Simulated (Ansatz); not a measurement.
## Phonon transport in C (Diamond, Fd-3m)

Aim: the lattice thermal conductivity of C (Diamond) against temperature, and which phonons carry it.

Experimental results on record:
- thermal conductivity 2200 W/m/K near room temperature (given in “Predicting the lattice thermal conductivity of solids by solving the Boltzmann transport equation: AFLOW - AAPL an automated, accurate and efficient framework”, 2017, arXiv:1611.05481)

Program: Ansatz 0.2.0. Level of theory: DFT LDA, scalar-relativistic, plane waves, PAW; PAW set soft_1. Results are calculated unless marked as measured.

## 1. The starting structure

Symmetry: Fd-3m, No. 227, cubic system. The conventional cell has a = 3.567 Å, b = 3.567 Å, c = 3.567 Å, α = 90.00°, β = 90.00°, γ = 90.00°. Nearest to C lie 4 C at 1.54 Å.

As a file:

```cif
data_structure
_symmetry_space_group_name_H-M 'Fd-3m:1'
_symmetry_Int_Tables_number 227
_cell_length_a 3.5667
_cell_length_b 3.5667
_cell_length_c 3.5667
_cell_angle_alpha 90.000
_cell_angle_beta 90.000
_cell_angle_gamma 90.000
_cell_volume 45.37
loop_
_atom_site_label
_atom_site_type_symbol
_atom_site_symmetry_multiplicity
_atom_site_Wyckoff_symbol
_atom_site_fract_x
_atom_site_fract_y
_atom_site_fract_z
_atom_site_occupancy
C1 C 8 b 0.00000 0.00000 0.50000 1
```

## 2. A first coarse run

A cheap single point shows whether the cell is a metal or an insulator and how far it is from rest; that sets the k-mesh and the occupations of what follows.

input.yaml reads:

```yaml
crystal:
  lattice:
    - [0.0, 1.78337, 1.78337]
    - [1.78337, 0.0, 1.78337]
    - [1.78337, 1.78337, 0.0]
  atoms:
    - { symbol: C, position: [0.0, 0.0, 0.0] }
    - { symbol: C, position: [0.25, 0.25, 0.25] }
kpoints:
  mp_grid: { grid: [8, 8, 8] }
hamiltonian:
  xc: lda
  pseudopotentials: { kind: paw, azcp: { folder: soft_1 }, xc_functional: pbe }
scf:
  occupations: { method: gaussian, width: 0.1 }
  lower_state_search: "off"
output:
  forces: true
  stress: true
  eigenvalues: true
```

Run with:

```console
ansatz run input.yaml --threads 18 --pin off --max-ram 92160MiB --backend cuda --events-out ev --progress --plain --runs-dir out --max-vram 78GiB
```

Numbers of over 12 decimals in the logs are rounded to 6 here.

The log of the run:

```text
Engine: ansatz 0.2.0, aarch64-unknown-linux-gnu
Pseudopotentials: kind: paw
Pseudopotential: C, paw, valence charge 4, recommended cutoff 420 eV (normal), soft_1/C.paw.azcp
Functional definition: SPW92
  exchange = slater_x
  correlation = pw_c
device memory: the entry about to start is reckoned to put 0.5 GiB on a device that reports 179.4 GiB free (of which the cap on the GPU budget leaves the run 78.0 GiB)
GPU FFT provider: cuFFT
GPU libraries: cuBLAS 13.8.1, cuFFT 12.4.0, cuSOLVER 12.3.2
GPU matrix products: emulated (plane waves: as basis.precision tells), large ones in fixed point in workspaces of 1.00 GiB
Crystal: 2 atoms, lattice volume = 11.344 Å³
Basis set: ecut = 420 eV, 229 PW (Γ)
Bands: 8, of which v1, the nominal top of the filled ones, is band 4 counted from 1 (3 counted from 0)
Symmetry: 48 space group operations
Space group: Fd-3m (ITA 227), of the structure as read, at distance tolerance 2.2e-5 Å
k-points: 29 of 512
Non-local potential: C, projectors of the file, l = 0: 2, l = 1: 2, l = 2: 1
PAW form: soft (Blöchl's): semilocal exchange-correlation on the pseudo side does not see the compensation charge
PAW frozen core: C, regenerated for the run's functional, and the local potential with it (the file was generated under x = pbe(κ = 0.804, μ = 0.219515), c = pbe(β = 0.066725))
PAW one-centre angular grid: C, 110 points (default); XC on 64 Gauss nodes
Initial density: superposition of atomic densities (chi_scale 0.1, normalization cell)
Initial wavefunctions: pseudopotential atomic-orbital guess
GPU buffer pool allocated for 5832 grid points (all kernels)
GPU transforms: local potential and band sums: pruned to the plane-wave sphere, on 18×18×18
Functional: x = slater, c = lda
SCF iter   1: F=—  HF=-486.648618 eV  |F-HF|=—  |Δ(HF+E_count)|=         —  Δρ=1.40e-1  dr2=1.57e0  ethr=3.10e-3  ⟨swp⟩=4.0  Hψ=1522  notcnv=0
preconditioner: auto → none  [insulator: Δε(μ)=4.936 eV  Ē_g=19.537 eV  σ=0.100 eV  W_gap=1.00  n_scr=0 (ndim 8)  ℏωp=31.2 eV  f_vac=0.000  D(μ)=0.00/eV (n_scr^D=0)  ε∞_Penn≈3.5]
SCF iter   2: F=—  HF=-486.074027 eV  |F-HF|=—  |Δ(HF+E_count)|=   5.75e-1  Δρ=5.81e-2  dr2=2.58e-1  ethr=3.10e-3  ⟨swp⟩=2.7  Hψ=671  notcnv=0
SCF iter   3: F=—  HF=-485.975396 eV  |F-HF|=—  |Δ(HF+E_count)|=   9.86e-2  Δρ=3.64e-3  dr2=4.89e-4  ethr=3.10e-3  ⟨swp⟩=2.4  Hψ=461  notcnv=0
SCF iter   4: F=—  HF=-485.975550 eV  |F-HF|=—  |Δ(HF+E_count)|=   1.54e-4  Δρ=1.72e-4  dr2=9.36e-7  ethr=6.11e-6  ⟨swp⟩=2.0  Hψ=328  notcnv=0
SCF iter   5: F=—  HF=-485.975572 eV  |F-HF|=—  |Δ(HF+E_count)|=   2.22e-5  Δρ=1.98e-5  dr2=1.08e-8  ethr=1.17e-8  ⟨swp⟩=1.8  Hψ=288  notcnv=0
SCF iter   6: F=-485.975572 eV  HF=-485.975572 eV  |F-HF|=2.98e-11  |Δ(HF+E_count)|=   2.48e-9  Δρ=8.06e-7  dr2=4.45e-11  ethr=1.35e-10  ⟨swp⟩=2.2  Hψ=1068  notcnv=0
SCF 1 converged in 6 iterations: F = -485.975572 eV  dr2 = 4.45e-11
  greatest PAW one-centre occupation: 0.638 electrons in one spin orbital (limit 2), on the C atom at site 1 (counted from 0), in its partial waves of l = 0
SCF converged after 6 iterations
Free energy (F): -485.975572 eV
Harris-Foulkes:  -485.975572 eV  (|F-HF|=2.98e-11)
Internal energy: -485.975572 eV  (E = F + TS)
E sigma→0 (E₀):  -485.975572 eV
Fermi energy:    15.146383 eV
--- Per-component energies (eV) ---
  E_band       = 33.464008
  E_kinetic    = 179.572116
  E_local      = -112.101556  (includes V_loc(G=0)·N_el)
  E_nonlocal   = 47.753939
  E_hartree    = 26.241191
  E_xc         = -94.671037
  E_vxc        = -117.229185  (∫ρ·V_xc dr)
  E_paw        = -184.934564  (= ΣΔE_a)
  E_vpaw       = -17.013786  (= ΣTr[D̂ρ^β])
  E_aug_tail   = 0.000037  (compensation charges beyond the density's cutoff)
  E_ewald      = -347.961363
  E_core_change = 0.125665  (= ΣΔE_core)
  E_smearing   = -0.000000  (= −TS)
  E_closure    = -0.000000  (closes the sum)
  Σ components = -485.975572   (vs F -485.975572, Δ=0.00e0)
--- Forces (eV/Å), atoms counted from 1 ---
  atom   1  C      0.00000000     0.00000000    -0.00000000
  atom   2  C      0.00000000     0.00000000    -0.00000000
  max |Σ_I F_I| component: 1.67e-16 eV/Å
--- Stress (GPa, compression-positive) ---
      -13.191281       0.000000       0.000000
        0.000000     -13.191281       0.000000
        0.000000      -0.000000     -13.191281
  P = ⅓ Tr σ = -13.1913 GPa (-131.913 kbar)
--- Band table (eV; the first three rows and the last of 29) ---
  k-point 0: bands = ["-8.2429", "13.0937", "13.0937", "13.0937", "18.6328", "18.6328", "18.6328", "26.5699"]
  k-point 1: bands = ["-7.8108", "10.7026", "12.4417", "12.4417", "19.4850", "19.4850", "19.9290", "26.8680"]
  k-point 2: bands = ["-6.5271", "6.5545", "11.3485", "11.3485", "20.8146", "20.8146", "21.2697", "27.6251"]
  k-point 28: bands = ["1.3050", "1.3050", "4.7283", "4.7283", "23.5364", "23.5364", "25.3956", "25.3956"]
```

Run time: 0.72 s. Hardware: 1 × NVIDIA GB200 with 18 threads of Arm Neoverse V2, shared host; peak memory 1 GiB.

A gap read on the k-mesh alone can miss the band edges.

This step gave:

```
pressure          : -13.19 GPa
gap on the k-mesh : 4.107 eV
volume per atom   : 5.672 Å³/atom
```

The start is under -13 GPa at this level and looks like an insulator or semiconductor on this mesh.

## 3. A loose first relaxation

The start is far from rest, so a relaxation with loose thresholds first brings it near the minimum.

input.yaml, as its differences from that of step 2:

```diff
@@ -9,3 +9,3 @@
 kpoints:
-  mp_grid: { grid: [8, 8, 8] }
+  mp_grid: { grid: [10, 10, 10] }
 hamiltonian:
@@ -20 +20,6 @@
   eigenvalues: true
+relax:
+  adjacent_minimum: "off"
+  f_tol: 0.05
+  max_steps: 80
+  cell: { stress_tol: 0.5 }
```

The log of the run:

```text
[...]
Crystal: 2 atoms, lattice volume = 11.344 Å³
Basis set: ecut = 420 eV, 229 PW (Γ)
Bands: 8, of which v1, the nominal top of the filled ones, is band 4 counted from 1 (3 counted from 0)
Symmetry: 48 space group operations
[...]
k-points: 47 of 1000
[...]
SCF iter   1: F=—  HF=-486.649041 eV  |F-HF|=—  |Δ(HF+E_count)|=         —  Δρ=1.40e-1  dr2=1.57e0  ethr=3.10e-3  ⟨swp⟩=4.0  Hψ=2462  notcnv=0
[...]
SCF iter   2: F=—  HF=-486.074720 eV  |F-HF|=—  |Δ(HF+E_count)|=   5.74e-1  Δρ=5.81e-2  dr2=2.58e-1  ethr=3.10e-3  ⟨swp⟩=2.7  Hψ=1092  notcnv=0
[...]
SCF iter   6: F=-485.976264 eV  HF=-485.976264 eV  |F-HF|=7.09e-11  |Δ(HF+E_count)|=   1.97e-9  Δρ=1.15e-6  dr2=1.03e-10  ethr=1.52e-10  ⟨swp⟩=1.9  Hψ=1747  notcnv=0
SCF 1 converged in 6 iterations: F = -485.976264 eV  dr2 = 1.03e-10
[...]
relax step   1: F+E_penalty+E_count = -485.97626412 eV  Δ(F+E_penalty+E_count) = +0.000e0 eV  max|allowed force component| = 2.313e-17 eV/Å  Δτ_max = 0.0000 Å  P = -13.209 GPa  Ω = 11.344 Å³  (6 SCF iters, dr2 threshold 1.00e-7 eV, accepted)
[...]
Crystal: 2 atoms, lattice volume = 11.139 Å³
[...]
iter 1 solved again at ethr=2.87e-5 eV; its pass at ethr=3.10e-3 eV (dr2=2.29e-3 eV) is discarded
[...]
SCF iter   2: F=—  HF=-485.989226 eV  |F-HF|=—  |Δ(HF+E_count)|=   8.58e-4  Δρ=1.87e-3  dr2=3.46e-4  ethr=2.78e-5  ⟨swp⟩=2.0  Hψ=545  notcnv=0
[...]
SCF iter   6: F=-485.989087 eV  HF=-485.989087 eV  |F-HF|=3.41e-13  |Δ(HF+E_count)|=  4.66e-12  Δρ=1.72e-7  dr2=8.38e-13  ethr=1.00e-12  ⟨swp⟩=1.0  Hψ=940  notcnv=0
SCF 2 converged in 6 iterations: F = -485.989087 eV  dr2 = 8.38e-13
[...]
relax step   2: F+E_penalty+E_count = -485.98908739 eV  Δ(F+E_penalty+E_count) = -1.282e-2 eV  max|allowed force component| = 2.336e-16 eV/Å  Δτ_max = 0.0000 Å  P = -5.195 GPa  Ω = 11.139 Å³  energy of the carried Pulay correction = +1.015e-3 eV  (6 SCF iters, dr2 threshold 2.00e-7 eV, accepted)
[...]
Crystal: 2 atoms, lattice volume = 11.011 Å³
Basis set: ecut = 420 eV, 181 PW (Γ)
[...]
SCF iter   6: F=-485.991758 eV  HF=-485.991758 eV  |F-HF|=1.14e-13  |Δ(HF+E_count)|=  2.50e-12  Δρ=1.42e-7  dr2=5.62e-13  ethr=1.00e-12  ⟨swp⟩=1.0  Hψ=940  notcnv=0
SCF 3 converged in 6 iterations: F = -485.991758 eV  dr2 = 5.62e-13
[...]
relax step   3: F+E_penalty+E_count = -485.99175783 eV  Δ(F+E_penalty+E_count) = -2.670e-3 eV  max|allowed force component| = 1.584e-16 eV/Å  Δτ_max = 0.0000 Å  P = +0.201 GPa  Ω = 11.011 Å³  energy of the carried Pulay correction = +1.663e-3 eV  (6 SCF iters, dr2 threshold 2.00e-7 eV, accepted)
[...]
SCF iter   1: F=—  HF=-485.990376 eV  |F-HF|=—  |Δ(HF+E_count)|=         —  Δρ=1.72e-4  dr2=3.94e-7  ethr=8.71e-9  ⟨swp⟩=3.0  Hψ=3657  notcnv=0
[...]
SCF iter   2: F=—  HF=-485.990377 eV  |F-HF|=—  |Δ(HF+E_count)|=   2.21e-7  Δρ=8.54e-5  dr2=9.16e-8  ethr=4.93e-9  ⟨swp⟩=1.0  Hψ=376  notcnv=0
[...]
SCF iter   3: F=-485.990377 eV  HF=-485.990377 eV  |F-HF|=1.17e-10  |Δ(HF+E_count)|=   8.80e-8  Δρ=2.92e-6  dr2=1.38e-10  ethr=1.15e-9  ⟨swp⟩=2.0  Hψ=561  notcnv=0
[...]
SCF iter   7: F=-485.990377 eV  HF=-485.990377 eV  |F-HF|=1.71e-13  |Δ(HF+E_count)|=  2.27e-13  Δρ=2.16e-10  dr2=4.09e-18  ethr=1.00e-12  ⟨swp⟩=1.0  Hψ=940  notcnv=0
SCF 4 converged in 7 iterations: F = -485.990377 eV  dr2 = 4.09e-18
relax step   4: F+E_penalty+E_count = -485.99037662 eV  Δ(F+E_penalty+E_count) = +1.381e-3 eV  max|allowed force component| = 1.307e-16 eV/Å  Δτ_max = 0.0000 Å  P = -0.015 GPa  Ω = 11.011 Å³  stress off target by 1.48e-2 GPa  SCF on the basis re-selected at this cell (its energy is not comparable with the rows above)  (7 SCF iters)
basis re-selected at this cell: Δ(F+E_penalty+E_count) = +1.381e-3 eV, ΔP = -0.216 GPa vs the last step (what re-selecting the basis moved, of the pressure what is left beyond the Pulay correction that the steps carried, after the strain that the cell walked since its last selection, with what the two solves' SCF thresholds leave and, on support functions, any second-order correction that the steps lacked; it is no m [...]
SCF converged after 7 iterations
Free energy (F): -485.990377 eV
[...]
Internal energy: -485.990377 eV  (E = F + TS)
E sigma→0 (E₀):  -485.990377 eV
Fermi energy:    15.743080 eV
[...]
--- Stress (GPa, compression-positive) ---
       -0.014838       0.000000      -0.000000
        0.000000      -0.014838      -0.000000
       -0.000000      -0.000000      -0.014838
  P = ⅓ Tr σ = -0.0148 GPa (-0.148 kbar)
--- Band table (eV; the first three rows and the last of 47) ---
[...]
--- Relaxed structure (3 steps of the walk, 3 accepted, 1 SCFs on fresh bases) ---
  F+E_penalty+E_count = -485.99037662 eV   max|allowed force component| = 1.307e-16 eV/Å   (the final SCF, on the basis selected at the relaxed cell)
  cell:  # Å, volume = 11.0108 Å³
    - [0, 1.765749, 1.765749]
    - [1.765749, 0, 1.765749]
    - [1.765749, 1.765749, 0]
  atoms:
    - { symbol: C, position: [0, 0, 0] }
    - { symbol: C, position: [0.25, 0.25, 0.25] }
```

Elapsed: 1.6 s, on 1 × NVIDIA GB200 with 18 threads; peak memory 0.95 GiB; 3.4 s of CPU time.

Relaxation path:

```tsv
step	energy less that of the first step (eV)	largest force component (eV/Å)	pressure (GPa)	volume (Å³)
1	0.0000	0.0000	-13.21	11.34
2	-0.0128	0.0000	-5.19	11.14
3	-0.0155	0.0000	0.20	11.01
4*	-0.0141	0.0000	-0.01	11.01
```

Relaxation steps marked * repeat the geometry before them on a plane-wave basis chosen anew for their cell, so energy and pressure can jump there.

The run keeps the 48 symmetry operations that it works with, so distortions that break them were not tested.

```tsv
conventional cell, symmetrised	before	after	change
a (Å)	3.567	3.531	-1.0 %
b (Å)	3.567	3.531	-1.0 %
c (Å)	3.567	3.531	-1.0 %
volume (Å³/atom)	5.67	5.51	-2.9 %
```

Final coordinates:

```
C
1.0
     0.00000    1.76575    1.76575
     1.76575    0.00000    1.76575
     1.76575    1.76575    0.00000
C
2
Direct
  0.00000 0.00000 0.00000
  0.25000 0.25000 0.25000
```

This step gave:

```
pressure          : -0.01484 GPa
gap on the k-mesh : 4.211 eV
volume per atom   : 5.505 Å³/atom
```

The relaxation ends with a pressure of -0.01 GPa.

## 4. Finding the static equilibrium

Phonons are second derivatives about a minimum, so cell and atoms are relaxed first, inside the symmetry of the start.

input.yaml, the sections that differ from step 3:

```yaml
crystal:
  lattice:
    - [0.0, 1.7657492451, 1.7657492451]
    - [1.7657492451, 0.0, 1.7657492451]
    - [1.7657492451, 1.7657492451, 0.0]
  atoms:
    - { symbol: C, position: [0.0, 0.0, 0.0] }
    - { symbol: C, position: [0.25, 0.25, 0.25] }
kpoints:
  mp_grid: { grid: [12, 12, 12] }
scf:
  occupations: { method: gaussian, width: 0.02 }
  lower_state_search: "off"
relax:
  adjacent_minimum: "off"
  f_tol: 0.005
  max_steps: 80
  cell: { stress_tol: 0.05 }
# hamiltonian, output: as in step 3
```

The log of the run:

```text
[...]
GPU FFT provider: cuFFT
GPU libraries: cuBLAS 13.8.1, cuFFT 12.4.0, cuSOLVER 12.3.2
[...]
Crystal: 2 atoms, lattice volume = 11.011 Å³
Basis set: ecut = 420 eV, 181 PW (Γ)
Bands: 8, of which v1, the nominal top of the filled ones, is band 4 counted from 1 (3 counted from 0)
Symmetry: 48 space group operations
[...]
k-points: 72 of 1728
[...]
P = ⅓ Tr σ = -0.0213 GPa (-0.213 kbar)
--- Band table (eV; the first three rows and the last of 72) ---
[...]
--- Relaxed structure (1 steps of the walk, 1 accepted, 1 SCFs on fresh bases) ---
[...]
cell:  # Å, volume = 11.0108 Å³
    - [0.0, 1.7657492451, 1.7657492451]
    - [1.7657492451, 0.0, 1.7657492451]
    - [1.7657492451, 1.7657492451, 0.0]
  atoms:
    - { symbol: C, position: [0.0, 0.0, 0.0] }
    - { symbol: C, position: [0.25, 0.25, 0.25] }
[key lines of the parts left out:]
SCF converged after 7 iterations
Free energy (F): -485.990475 eV
Fermi energy:    15.738950 eV
```

Wall time 1.5 s (1 × NVIDIA GB200 with 18 threads); peak memory 0.98 GiB; 2.8 s of CPU time.

Little changed from the start: no atom moved by 0.005 Å and no cell edge by 0.1 %.

Numbers from this step:

| Quantity | Value |
| --- | --- |
| pressure | -0.02129 GPa |
| gap on the k-mesh | 4.202 eV |

## 5. Tight relaxation

The relaxation is repeated with tighter thresholds on force and stress, since phonons are sensitive to what is left; a change of mesh or smearing in the input moves the cell too.

input.yaml, the sections that differ from step 4:

```yaml
scf:
  occupations: { method: fixed }
  lower_state_search: "off"
relax:
  adjacent_minimum: "off"
  f_tol: 0.001
  max_steps: 60
  cell: { stress_tol: 0.01 }
# crystal, kpoints, hamiltonian, output: as in step 4
```

The log of the run:

```text
[...]
GPU FFT provider: cuFFT
GPU libraries: cuBLAS 13.8.1, cuFFT 12.4.0, cuSOLVER 12.3.2
[...]
Crystal: 2 atoms, lattice volume = 11.011 Å³
Basis set: ecut = 420 eV, 181 PW (Γ)
Bands: 8, of which v1, the nominal top of the filled ones, is band 4 counted from 1 (3 counted from 0)
Symmetry: 48 space group operations
[...]
k-points: 72 of 1728
[...]
0.000000      -0.000000      -0.009032
  P = ⅓ Tr σ = -0.0090 GPa (-0.090 kbar)
--- Band table (eV; the first three rows and the last of 72) ---
[...]
--- Relaxed structure (2 steps of the walk, 2 accepted, 1 SCFs on fresh bases) ---
[...]
cell:  # Å, volume = 11.0105 Å³
    - [0, 1.765734, 1.765734]
    - [1.765734, 0, 1.765734]
    - [1.765734, 1.765734, 0]
  atoms:
    - { symbol: C, position: [0, 0, 0] }
    - { symbol: C, position: [0.25, 0.25, 0.25] }
[key lines of the parts left out:]
SCF converged after 2 iterations
Free energy (F): -485.990476 eV
Fermi energy:    13.638616 eV
```

Wall time 1.6 s (1 × NVIDIA GB200 with 18 threads); peak memory 0.95 GiB; 3.2 s of CPU time.

Little changed from the start: no atom moved by 0.005 Å and no cell edge by 0.1 %.

This step gave:

```yaml
pressure: -0.009032 GPa
```

The residual pressure is -0.0090 GPa, small enough for phonons.

[end of part 1 of 3]

[Logs are printed without paths, hosts, clocks, repeated set-up lines and the standing remarks that a program may print on its own settings, such as how far it seeks lower states.]

[Hosts, paths, dates, database ids (printed as entryN), source tags and the programs' standing remarks are cut or masked in the printed files.]

[A step with changed settings may run another functional than the one named; its input shows which.]
